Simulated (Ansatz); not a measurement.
**What LaGaO3 (Pm-3m) distorts into**

Aim: this structure of LaGaO3 (Pm-3m) is to be tested for unstable modes, and one is followed downhill.

Program: Ansatz 0.2.0. Level of theory: DFT PBEsol, scalar-relativistic, plane waves, PAW; PAW set soft_1. Values are calculated unless marked as measured.

### 1. Starting point

It takes space group Pm-3m (No. 221, cubic). Conventional cell: a = 3.865 Å, b = 3.865 Å, c = 3.865 Å, α = 90.00°, β = 90.00°, γ = 90.00°. Nearest to La lie 12 O at 2.73 Å. Ga has 6 O at 1.93 Å nearest. O has 2 Ga at 1.93 Å and 4 La at 2.73 Å nearest. Farther neighbours, and contacts between anions beyond the nearest, are not listed.

As a file:

```cif
data_structure
_symmetry_space_group_name_H-M 'P 1'
_symmetry_Int_Tables_number 1
_cell_length_a 3.8650
_cell_length_b 3.8650
_cell_length_c 3.8650
_cell_angle_alpha 90.000
_cell_angle_beta 90.000
_cell_angle_gamma 90.000
_cell_volume 57.74
loop_
_atom_site_label
_atom_site_type_symbol
_atom_site_fract_x
_atom_site_fract_y
_atom_site_fract_z
_atom_site_occupancy
La1 La 0.50000 0.50000 0.50000 1
Ga2 Ga 0.00000 0.00000 0.00000 1
O3 O 0.00000 0.50000 0.00000 1
O4 O 0.00000 0.00000 0.50000 1
O5 O 0.50000 0.00000 0.00000 1
```

### 2. Phonons on a q mesh

Stability and thermal properties need the whole zone. Linear response on a 4×4×4 q mesh gives force constants as far as a supercell of that size would, and the tensors from the zone-centre run are typed in so that the long-range dipole term is interpolated apart.

The input, input.yaml:

```yaml
crystal:
  lattice:
    - [3.8649841263, 0.0, 0.0]
    - [0.0, 3.8649841263, 0.0]
    - [0.0, 0.0, 3.8649841263]
  atoms:
    - { symbol: La, position: [0.5, 0.5, 0.5] }
    - { symbol: Ga, position: [0.0, 0.0, 0.0] }
    - { symbol: O, position: [0.0, 0.5, 0.0] }
    - { symbol: O, position: [0.0, 0.0, 0.5] }
    - { symbol: O, position: [0.5, 0.0, 0.0] }
kpoints:
  mp_grid: { grid: [8, 8, 8] }
hamiltonian:
  xc: pbesol
  pseudopotentials: { kind: paw, azcp: { folder: soft_1 }, xc_functional: pbe }
scf:
  occupations: { method: fixed }
output:
  eigenvalues: true
phonons:
  method: dfpt
  qmesh: [4, 4, 4]
  temperatures: { t_max: 1000, t_step: 50 }
  qpath:
    path:
      - [[0.0, 0.0, 0.0], [0.0, 0.5, 0.0], [0.5, 0.5, 0.0], [0.0, 0.0, 0.0], [0.5, 0.5, 0.5], [0.0, 0.5, 0.0]]
      - [[0.5, 0.5, 0.5], [0.5, 0.5, 0.0]]
    npoints: 10
  non_analytic_term:
    high_frequency_dielectric_tensor: [[5.2665, 0.0, 0.0], [0.0, 5.2665, 0.0], [0.0, 0.0, 5.2665]]
    born_effective_charges:
      - { species: La, tensor: [[4.4818, 0.0, 0.0], [0.0, 4.4818, 0.0], [0.0, 0.0, 4.4818]] }
      - { species: Ga, tensor: [[3.224, 0.0, 0.0], [0.0, 3.224, 0.0], [0.0, 0.0, 3.224]] }
      - { species: O, tensor: [[-2.4474, 0.0, 0.0], [0.0, -2.8111, 0.0], [0.0, 0.0, -2.4474]] }
      - { species: O, tensor: [[-2.4474, 0.0, 0.0], [0.0, -2.4474, 0.0], [0.0, 0.0, -2.8111]] }
      - { species: O, tensor: [[-2.8111, 0.0, 0.0], [0.0, -2.4474, 0.0], [0.0, 0.0, -2.4474]] }
    source: "zone-centre run at this cell"
```

The run is started by

```bash
$ ansatz run input.yaml --threads 4 --pin off --max-ram 10240MiB --backend cpu --events-out ev --progress --plain --runs-dir out
```

Log:

```text
Engine: ansatz 0.2.0, aarch64-unknown-linux-gnu
Pseudopotentials: kind: paw
Pseudopotential: La, paw, valence charge 11, recommended cutoff 420 eV (normal), soft_1/La.paw.azcp
Pseudopotential: Ga, paw, valence charge 13, recommended cutoff 420 eV (normal), soft_1/Ga.paw.azcp
Pseudopotential: O, paw, valence charge 6, recommended cutoff 420 eV (normal), soft_1/O.paw.azcp
Functional definition: PBEsol
  exchange = pbesol_x
  correlation = pbesol_c
Crystal: 5 atoms, lattice volume = 57.736 Å³
Basis set: ecut = 420 eV, 1141 PW (Γ), exchange–correlation on 54×54×54 points (8 copies of the dense FFT grid, shifted against one another)
Bands: 26, of which v1, the nominal top of the filled ones, is band 21 counted from 1 (20 counted from 0)
Symmetry: 48 space group operations
k-points: 35 of 512
Non-local potential: La, projectors of the file, l = 0: 3, l = 1: 2, l = 2: 2, l = 3: 3
Non-local potential: Ga, projectors of the file, l = 0: 2, l = 1: 2, l = 2: 3, l = 3: 1
Non-local potential: O, projectors of the file, l = 0: 2, l = 1: 2, l = 2: 1
PAW form: soft (Blöchl's): semilocal exchange-correlation on the pseudo side does not see the compensation charge
PAW frozen core: La, regenerated for the run's functional, and the local potential with it (the file was generated under x = pbe(κ = 0.804, μ = 0.219515), c = pbe(β = 0.066725))
PAW frozen core: Ga, regenerated for the run's functional, and the local potential with it (the file was generated under x = pbe(κ = 0.804, μ = 0.219515), c = pbe(β = 0.066725))
PAW frozen core: O, regenerated for the run's functional, and the local potential with it (the file was generated under x = pbe(κ = 0.804, μ = 0.219515), c = pbe(β = 0.066725))
PAW one-centre angular grid: La, 590 points (default); XC on 64 Gauss nodes
PAW one-centre angular grid: Ga, 590 points (default); XC on 64 Gauss nodes
PAW one-centre angular grid: O, 110 points (default); XC on 64 Gauss nodes
Initial density: superposition of atomic densities (chi_scale 0.1, normalization cell, long waves kept (reshape's long-wave potential 0.00 eV rms))
Initial wavefunctions: pseudopotential atomic-orbital guess
Functional: x = pbesol(κ = 0.804, μ = 0.123457), c = pbesol(β = 0.046)
SCF iter   1: F=—  HF=-11593.449494 eV  |F-HF|=—  |Δ(HF+E_count)|=         —  Δρ=7.83e-2  dr2=1.91e0  ethr=3.10e-3  ⟨swp⟩=3.0  Hψ=3402  notcnv=0  defer=19
preconditioner: auto → Resta (q_TF=auto, 2.587 Å⁻¹)  ε∞=7.9  [insulator: Δε(μ)=2.392 eV  Ē_g=11.728 eV  n_scr=18 (ndim 8)  ℏωp=30.9 eV  f_vac=0.000  ε∞_Penn≈7.9]
SCF iter   2: F=—  HF=-11593.191132 eV  |F-HF|=—  |Δ(HF+E_count)|=   2.58e-1  Δρ=3.68e-2  dr2=3.99e-1  ethr=3.10e-3  ⟨swp⟩=3.7  Hψ=2134  notcnv=0  defer=47
SCF iter   3: F=—  HF=-11593.153842 eV  |F-HF|=—  |Δ(HF+E_count)|=   3.73e-2  Δρ=1.74e-2  dr2=9.58e-2  ethr=9.51e-4  ⟨swp⟩=2.0  Hψ=1742  notcnv=0  defer=25
SCF iter   4: F=—  HF=-11593.135170 eV  |F-HF|=—  |Δ(HF+E_count)|=   1.87e-2  Δρ=2.76e-3  dr2=3.14e-3  ethr=2.28e-4  ⟨swp⟩=2.4  Hψ=1707  notcnv=0  defer=74
SCF iter   5: F=—  HF=-11593.136619 eV  |F-HF|=—  |Δ(HF+E_count)|=   1.45e-3  Δρ=8.26e-4  dr2=2.89e-4  ethr=7.48e-6  ⟨swp⟩=2.2  Hψ=1716  notcnv=0  defer=103
SCF iter   6: F=—  HF=-11593.136531 eV  |F-HF|=—  |Δ(HF+E_count)|=   8.77e-5  Δρ=5.01e-4  dr2=8.73e-5  ethr=6.87e-7  ⟨swp⟩=2.0  Hψ=1638  notcnv=0  defer=103
SCF iter   7: F=—  HF=-11593.136470 eV  |F-HF|=—  |Δ(HF+E_count)|=   6.05e-5  Δρ=9.61e-5  dr2=3.81e-6  ethr=2.08e-7  ⟨swp⟩=2.0  Hψ=1491  notcnv=0  defer=104
SCF iter   8: F=—  HF=-11593.136478 eV  |F-HF|=—  |Δ(HF+E_count)|=   7.88e-6  Δρ=2.00e-5  dr2=2.57e-7  ethr=9.08e-9  ⟨swp⟩=2.0  Hψ=1575  notcnv=0  defer=93
SCF iter   9: F=—  HF=-11593.136478 eV  |F-HF|=—  |Δ(HF+E_count)|=   6.68e-8  Δρ=4.01e-6  dr2=7.09e-9  ethr=6.12e-10  ⟨swp⟩=2.1  Hψ=1482  notcnv=0  defer=70
SCF iter  10: F=—  HF=-11593.136478 eV  |F-HF|=—  |Δ(HF+E_count)|=   1.99e-9  Δρ=5.14e-7  dr2=1.58e-10  ethr=1.69e-11  ⟨swp⟩=2.0  Hψ=1587  notcnv=0  defer=64
SCF iter  11: F=—  HF=-11593.136478 eV  |F-HF|=—  |Δ(HF+E_count)|=  2.18e-11  Δρ=1.25e-7  dr2=1.03e-11  ethr=1.00e-12  ⟨swp⟩=2.4  Hψ=1623  notcnv=0  defer=65
SCF iter  12: F=-11593.136478 eV  HF=-11593.136478 eV  |F-HF|=3.64e-12  |Δ(HF+E_count)|=  7.28e-12  Δρ=4.33e-8  dr2=1.06e-12  ethr=1.00e-12  ⟨swp⟩=10.4  Hψ=5066  notcnv=0
SCF 1 converged in 12 iterations: F = -11593.136478 eV  dr2 = 1.06e-12
  greatest PAW one-centre occupation: 0.998 electrons in one spin orbital (limit 2), on the Ga atom at site 1 (counted from 0), in its partial waves of l = 2
NSCF: frozen V_eff on 35 k-points
NSCF: frozen V_eff on 125 k-points
DFPT response loops at q = (0, 0, 0) (fractional): preconditioner auto → none (the input reference at scf.mixing.eps_inf says where Resta's filter doesn't serve); β = 0.50; Broyden in place of MSR1
NSCF: frozen V_eff on 400 k-points
DFPT response loops at q = (0, 0, 0.25) (fractional): preconditioner auto → Resta (q_TF=auto, 2.587 Å⁻¹)  ε∞=4.2 (no band partly filled); β = 1.00, the filter's whole step (`scf.mixing.beta` (0.50) is not read by the response loops at its default; to damp them type it under 1.00, their step now; it binds the ground state too); Broyden in place of MSR1
NSCF: frozen V_eff on 250 k-points
DFPT response loops at q = (0, 0, -0.5) (fractional): mixed as the last ones told, above
NSCF: frozen V_eff on 640 k-points
DFPT response loops at q = (0, 0.25, 0.25) (fractional): mixed as the last ones told, above
NSCF: frozen V_eff on 400 k-points
DFPT response loops at q = (0, 0.25, -0.5) (fractional): mixed as the last ones told, above
NSCF: frozen V_eff on 250 k-points
DFPT response loops at q = (0, -0.5, -0.5) (fractional): mixed as the last ones told, above
NSCF: frozen V_eff on 1024 k-points
DFPT response loops at q = (0.25, 0.25, 0.25) (fractional): preconditioner auto → none (the input reference at scf.mixing.eps_inf says where Resta's filter doesn't serve); β = 0.50; Broyden in place of MSR1
NSCF: frozen V_eff on 640 k-points
DFPT response loops at q = (0.25, 0.25, -0.5) (fractional): preconditioner auto → Resta (q_TF=auto, 2.587 Å⁻¹)  ε∞=4.2 (no band partly filled); β = 1.00, the filter's whole step (`scf.mixing.beta` (0.50) is not read by the response loops at its default; to damp them type it under 1.00, their step now; it binds the ground state too); Broyden in place of MSR1
NSCF: frozen V_eff on 400 k-points
DFPT response loops at q = (0.25, -0.5, -0.5) (fractional): mixed as the last ones told, above
NSCF: frozen V_eff on 250 k-points
DFPT response loops at q = (-0.5, -0.5, -0.5) (fractional): preconditioner auto → none (the input reference at scf.mixing.eps_inf says where Resta's filter doesn't serve); β = 0.50; Broyden in place of MSR1
SCF converged after 12 iterations
Free energy (F): -11593.136478 eV
Harris-Foulkes:  -11593.136478 eV  (|F-HF|=3.64e-12)
Internal energy: -11593.136478 eV  (E = F + TS)
E sigma→0 (E₀):  -11593.136478 eV
Fermi energy:    11.551969 eV
--- Per-component energies (eV) ---
  E_band       = 75.637912
  E_kinetic    = 805.871031
  E_local      = -2418.787293  (includes V_loc(G=0)·N_el)
  E_nonlocal   = 162.280108
  E_hartree    = 1316.424277
  E_xc         = -418.033401
  E_vxc        = -475.073185  (∫ρ·V_xc dr)
  E_paw        = -7763.448487  (= ΣΔE_a)
  E_vpaw       = -631.503499  (= ΣTr[D̂ρ^β])
  E_aug_tail   = 0.002240  (compensation charges beyond the density's cutoff)
  E_ewald      = -3278.582831
  E_core_change = 1.137879  (= ΣΔE_core)
  E_smearing   = -0.000000  (= −TS)
  E_closure    = 0.000000  (closes the sum)
  Σ components = -11593.136478   (vs F -11593.136478, Δ=0.00e0)
--- Band table (eV; the first three rows and the last of 35) ---
  k-point 0: bands = [... 17 lower, 10.2006, 11.3217, 11.3217, 11.3217, 14.8989, 14.8989, 15.4525, 15.8440, ... 1 higher]
  k-point 1: bands = [... 17 lower, 10.1258, 10.9758, 11.2346, 11.2346, 15.0955, 15.1761, 15.8277, 15.9284, ... 1 higher]
  k-point 2: bands = [... 17 lower, 10.0230, 10.2329, 10.9980, 10.9980, 15.4207, 15.6290, 15.7916, 15.9779, ... 1 higher]
  k-point 34: bands = [... 17 lower, 11.5392, 11.5520, 11.5520, 11.5520, 15.7311, 15.7311, 15.7311, 15.9396, ... 1 higher]
--- Phonons (Γ-DFPT): 4 representative perturbations + reference (Σ response iterations 14) ---
  ASR residual: 3.761e-5 → 0.000e0 eV/Å²; symmetrization residual: 7.303e-7 eV/Å²
  ASR residual per site (eV/Å²): 1.02e-5 3.73e-5 3.76e-5 3.76e-5 3.76e-5
  Γ frequencies (cm⁻¹): 0.00 0.00 0.00 66.92 66.92 66.92 175.46 175.46 175.46 250.66 250.66 250.66 653.69 653.69 653.69
--- Phonons (arbitrary-q DFPT): 10 irreducible q on the 4×4×4 mesh ---
  q = [0.0000, 0.0000, 0.0000] (star 1, of the zone-centre solve; hermiticity 6.68e-8, symmetrization 1.36e-12): -0.00 -0.00 0.00 66.92 66.92 66.92 175.46 175.46 175.46 250.66 250.66 250.66 653.69 653.69 653.69
  q = [0.0000, 0.0000, 0.2500] (star 6, 9 solved perturbations in 1560 linear systems a pass and spin channel, the states on 200 of 512 k-point pairs; hermiticity 9.94e-8, symmetrization 1.20e-12): 49.54 49.54 111.04 111.04 128.52 205.33 205.33 218.20 223.01 251.68 251.68 452.27 653.53 653.53 703.39
  q = [0.0000, 0.0000, -0.5000] (star 3, 9 solved perturbations in 975 linear systems a pass and spin channel, the states on 125 of 512 k-point pairs; hermiticity 1.26e-7, symmetrization 1.04e-12): 57.32 57.32 142.01 142.01 179.59 235.53 235.53 250.35 250.35 250.61 263.19 455.74 653.39 653.39 690.84
  q = [0.0000, 0.2500, 0.2500] (star 12, 9 solved perturbations in 2460 linear systems a pass and spin channel, the states on 320 of 512 k-point pairs; hermiticity 5.73e-8, symmetrization 4.30e-14): 45.58 56.13 71.60 121.18 150.99 174.02 215.19 227.76 255.15 287.63 300.60 448.98 590.43 653.24 736.06
  q = [0.0000, 0.2500, -0.5000] (star 12, 15 solved perturbations on 200 of 512 k-point pairs; hermiticity 8.76e-8, symmetrization 7.28e-14): -54.47 59.30 78.26 120.58 177.36 190.31 248.39 252.20 257.14 310.66 328.73 446.03 558.22 652.93 739.65
  q = [0.0000, -0.5000, -0.5000] (star 3, 9 solved perturbations in 975 linear systems a pass and spin channel, the states on 125 of 512 k-point pairs; hermiticity 4.97e-8, symmetrization 1.34e-13): -174.98 59.63 73.22 73.22 200.64 232.33 232.33 267.54 267.54 352.75 352.75 438.10 491.05 652.44 752.24
  q = [0.2500, 0.2500, 0.2500] (star 8, 4 solved perturbations in 1376 linear systems a pass and spin channel, the states on 512 of 512 k-point pairs; hermiticity 4.45e-8, symmetrization 3.12e-13): -53.88 60.44 60.44 86.49 86.49 110.37 246.83 266.40 266.40 322.54 322.54 437.49 588.41 588.41 762.10
  q = [0.2500, 0.2500, -0.5000] (star 12, 9 solved perturbations in 2460 linear systems a pass and spin channel, the states on 320 of 512 k-point pairs; hermiticity 6.49e-8, symmetrization 2.23e-13): -113.68 22.59 68.03 79.07 106.41 108.44 254.61 267.84 308.01 339.70 344.97 426.81 541.39 586.31 768.94
  q = [0.2500, -0.5000, -0.5000] (star 6, 9 solved perturbations in 1560 linear systems a pass and spin channel, the states on 200 of 512 k-point pairs; hermiticity 8.00e-8, symmetrization 1.71e-13): -194.53 -89.60 -89.60 81.51 101.39 101.39 260.84 309.33 309.33 362.20 362.20 408.64 488.49 566.31 779.26
  q = [-0.5000, -0.5000, -0.5000] (star 1, 4 solved perturbations in 350 linear systems a pass and spin channel, the states on 125 of 512 k-point pairs; hermiticity 2.97e-8, symmetrization 2.80e-13): -212.99 -212.99 -212.99 94.43 94.43 94.43 311.92 311.92 311.92 373.91 373.91 373.91 485.80 485.80 789.62
  sum rule: each row above includes the acoustic sum rule's correction from the zone centre's row sums; it moved no ω² by more than (0.80 cm⁻¹)²
  mesh force constants: q→R imaginary residual 1.63e-18; ASR residual 3.761e-5 → 0.000e0 eV/Å²; symmetrization residual 2.132e-14 eV/Å²
  interpolated dispersion: 63 rows × 15 modes
  density of states and harmonic sums: on the 16×16×16 q-mesh, interpolated from the force constants of a 4×4×4 supercell (with the dipole–dipole term of supplied tensors)
  largest difference from the sums on the solved wave vectors: F 2.43e-2 eV, S 2.63e-5 and C_V 1.05e-5 eV/K
  zero-point energy: 0.267392 eV/cell   skipped modes (ω ≤ 0): 153, of them read as no rigid motion or as one in doubt: 150 (8.779e-1 modes/cell left out, lowest -212.99 cm⁻¹)   left out of the sums: 5.86e-2 of the cell's modes: C_V's classical limit lies that fraction below 3 k_B per atom; for a crystal, a wire or a layer, F and S can be off by more, and a phonons.interpolated_qmesh denser along its periods is the remedy for the sampling
```

Elapsed: 13 min, on 4 threads of Arm Neoverse V1, shared host; peak memory 2.3 GiB.

Reading the cycles: dr2 is the Hartree energy of the density residual (eV), the measure of convergence; HF is the Harris–Foulkes estimate of the energy, which meets the free energy F at convergence.

Numbers from this step:

```yaml
gap_on_the_k_mesh: 3.347 eV
volume_per_atom: 11.55 Å³
sum_rule_residual_before_enforcement: 3.76e-5 eV/Å²
lowest_frequency_on_the_path: -213.0 cm⁻¹
point_group: m-3m
highest_frequency_on_path_mesh_or_solved_points: 789.6 cm⁻¹
highest_optical_mode_at_the_zone_centre_no_lo_to_term: 653.7 cm⁻¹
lowest_optical_zone_centre_mode: 66.92 cm⁻¹
lowest_mode_on_the_q_mesh_acoustic_modes_at_gamma_apart: -213.0 cm⁻¹
```

Frequencies (cm⁻¹) solved at each irreducible wavevector; negative means imaginary. Frequencies by wavevector, by row:

```csv
q in reciprocal lattice units,star,mode 1,mode 2,mode 3,mode 4,mode 13,mode 14,mode 15
0 0 0,1,0,0,0,66.9,653.7,653.7,653.7
0 0 0.25,6,49.5,49.5,111,111,653.5,653.5,703.4
0 0 -0.5,3,57.3,57.3,142,142,653.4,653.4,690.8
0 0.25 0.25,12,45.6,56.1,71.6,121.2,590.4,653.2,736.1
0 0.25 -0.5,12,-54.5,59.3,78.3,120.6,558.2,652.9,739.6
0 -0.5 -0.5,3,-175,59.6,73.2,73.2,491.1,652.4,752.2
0.25 0.25 0.25,8,-53.9,60.4,60.4,86.5,588.4,588.4,762.1
0.25 0.25 -0.5,12,-113.7,22.6,68,79.1,541.4,586.3,768.9
0.25 -0.5 -0.5,6,-194.5,-89.6,-89.6,81.5,488.5,566.3,779.3
-0.5 -0.5 -0.5,1,-213,-213,-213,94.4,485.8,485.8,789.6
```

Interpolated from a 4×4×4 q mesh, with the LO-TO term (at Γ the limit along the path). Phonon branches along the path, in cm⁻¹:

```csv
point,branch 1,branch 2,branch 3,branch 4,branch 12,branch 13,branch 14,branch 15
Γ,0,0,0,67,451,654,654,713
halfway,50,50,111,111,452,654,654,703
X,57,57,142,142,456,653,653,691
halfway,-54,59,78,121,446,558,653,740
M,-175,60,73,73,438,491,652,752
halfway,46,56,72,121,449,590,653,736
Γ,0,0,0,67,451,654,654,713
halfway,-54,60,60,86,438,588,588,762
R,-213,-213,-213,94,374,486,486,790
halfway,-114,23,68,79,427,541,586,769
X,57,57,142,142,456,653,653,691
jump to R,-213,-213,-213,94,374,486,486,790
halfway,-194,-90,-90,82,409,488,566,779
M,-175,60,73,73,438,491,652,752
```

Symmetry leaves 10 wavevectors to solve. The lowest mode among them, the acoustic zeros apart, lies at q = (-0.5, -0.5, -0.5) and is imaginary, 213.0i cm⁻¹, so the energy falls along it.

### 3. The mode frozen in, largest atomic shift 0 Å

The mode followed lies at q = (-0.5, -0.5, -0.5) with frequency 213.0i cm⁻¹ and is 3-fold degenerate, the softest among the wavevectors solved. At small amplitude the pattern taken leaves space group no. 140 by a symmetry search on the positions. The undistorted cell that holds it gives the zero of energy on the same k mesh.

System of this step: LaGaO3. The structure is cubic, space group Pm-3m (No. 221). The conventional cell has a = 3.865 Å, b = 3.865 Å, c = 3.865 Å, α = 90.00°, β = 90.00°, γ = 90.00°. Nearest to La lie 12 O at 2.73 Å. Nearest to Ga lie 6 O at 1.93 Å. O has 2 Ga at 1.93 Å and 4 La at 2.73 Å nearest. Farther neighbours, and contacts between anions beyond the nearest, are not listed.

The input, input.yaml:

```yaml
crystal:
  lattice:
    - [3.8649841263, 3.8649841263, 0.0]
    - [3.8649841263, 0.0, 3.8649841263]
    - [3.8649841263, 0.0, -3.8649841263]
  atoms:
    - { symbol: La, position: [0.5, 0.25, 0.75] }
    - { symbol: La, position: [0.5, 0.75, 0.25] }
    - { symbol: Ga, position: [0.0, 0.0, 0.0] }
    - { symbol: Ga, position: [0.0, 0.5, 0.5] }
    - { symbol: O, position: [0.5, 0.75, 0.75] }
    - { symbol: O, position: [0.5, 0.25, 0.25] }
    - { symbol: O, position: [0.0, 0.25, 0.75] }
    - { symbol: O, position: [0.0, 0.75, 0.25] }
    - { symbol: O, position: [0.0, 0.25, 0.25] }
    - { symbol: O, position: [0.0, 0.75, 0.75] }
kpoints:
  mp_grid: { grid: [6, 6, 6] }
hamiltonian:
  xc: pbesol
  pseudopotentials: { kind: paw, azcp: { folder: soft_1 }, xc_functional: pbe }
scf:
  occupations: { method: gaussian, width: 0.02 }
output:
  forces: true
  stress: true
  eigenvalues: true
```

Log:

```text
[...]
Crystal: 10 atoms, lattice volume = 115.471 Å³
Basis set: ecut = 420 eV, 2229 PW (Γ), exchange–correlation on 80×80×80 points (8 copies of the dense FFT grid, shifted against one another)
Bands: 52, of which v1, the nominal top of the filled ones, is band 42 counted from 1 (41 counted from 0)
Symmetry: 96 space group operations
[...]
k-points: 16 of 216
[...]
k-point 0: bands = [... 38 lower, 11.5392, 11.5520, 11.5520, 11.5520, 14.8989, 14.8989, 15.4524, 15.7310, ... 6 higher]
  k-point 1: bands = [... 38 lower, 11.3050, 11.4491, 11.4737, 11.4737, 15.1862, 15.1862, 15.7147, 15.7147, ... 6 higher]
  k-point 2: bands = [... 38 lower, 11.2747, 11.2747, 11.3438, 11.3438, 15.5320, 15.5320, 15.6840, 15.6840, ... 6 higher]
  k-point 15: bands = [... 38 lower, 10.6672, 10.6832, 11.2173, 11.2663, 15.5917, 15.5989, 15.6653, 15.7757, ... 6 higher]
[key lines of the parts left out:]
SCF converged after 9 iterations
Free energy (F): -23186.272722 eV
Fermi energy:    13.225458 eV
P = ⅓ Tr σ = -0.0015 GPa (-0.015 kbar)
```

The job ended after 2.4 s (4 threads; peak memory 0.53 GiB).

Numbers from this step:

```yaml
pressure: -0.001541 GPa
energy_from_the_undistorted_cell: 0 meV/atom
```

At this level the gap is 3.35 eV on the k-mesh of the self-consistent run, which can miss the band edges.

(Continued in part 2 of 3.)

[Long decimals in the printed logs are rounded to 6 places.]

[Logs are printed without paths, hosts, clocks, repeated set-up lines and the standing remarks that a program may print on its own settings, such as how far it seeks lower states.]

[Hosts, paths, dates, database ids (printed as entryN), source tags and the programs' standing remarks are cut or masked in the printed files.]

[Where the starting crystal was built by hand or by swapping elements, it need not be the compound's stable phase.]
